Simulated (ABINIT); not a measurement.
An input for ABINIT 10.8.3 (Ga2O3 (R-3c)):

```
acell 3*1.0 Angstrom
rprim 
  2.498699193881 1.442624652211 4.483549768500
  -2.498699193881 1.442624652211 4.483549768500
  0.000000000000 -2.885249304422 4.483549768500
ntypat 2
znucl 31 8
natom 10
typat 1 1 1 1 2 2 2 2 2 2
xred 
  0.855585580000 0.855585580000 0.855585580000
  0.644414420000 0.644414420000 0.644414420000
  0.144414420000 0.144414420000 0.144414420000
  0.355585580000 0.355585580000 0.355585580000
  0.750000000000 0.446832820000 0.053167180000
  0.446832820000 0.053167180000 0.750000000000
  0.053167180000 0.750000000000 0.446832820000
  0.250000000000 0.553167180000 0.946832820000
  0.946832820000 0.250000000000 0.553167180000
  0.553167180000 0.946832820000 0.250000000000
pp_dirpath "pseudos"
pseudos "Ga.upf, O.upf"
ecut 45
ngkpt 2 2 2
nshiftk 1
shiftk 0 0 0
kptopt 1
chksymbreak 0
istwfk *1
occopt 1
irdwfk 1
optdriver 3
nband 92
ecuteps 3.2
inclvkb 2
awtr 1
symchi 1
indata_prefix "in"
outdata_prefix "out"
tmpdata_prefix "tmp"
```

```sh
OMP_NUM_THREADS=1 mpirun -n 4 abinit run.abi > log
```

Q: How long will it take on 4 MPI ranks of Arm Neoverse V2, shared host, and how much memory?

It took 27 s; on shared hardware allow 14 s to 54 s. Peak host memory was 2.0 GiB.

[Paths, hosts, dates, memory and timing lines, banners, echoed tables and standing remarks are left out of the program output.]

[Logs are printed without paths, hosts, clocks, repeated set-up lines and the standing remarks that a program may print on its own settings, such as how far it seeks lower states.]

[Runs of the session that timed out or met a known fault of the program may be left out.]

[Hosts, paths, dates, database ids (printed as entryN), source tags and the programs' standing remarks are cut or masked in the printed files.]

[G0W0 gaps are taken among the corrected bands and points alone; a level outside them can change the order at an edge.]

[Where Ansatz stands beside ABINIT at settings called matched, ABINIT's density can come from a denser mesh and the files from another edition; pairs whose starting gaps differed by over 0.03 eV were left out, so agreement reads better than it is.]
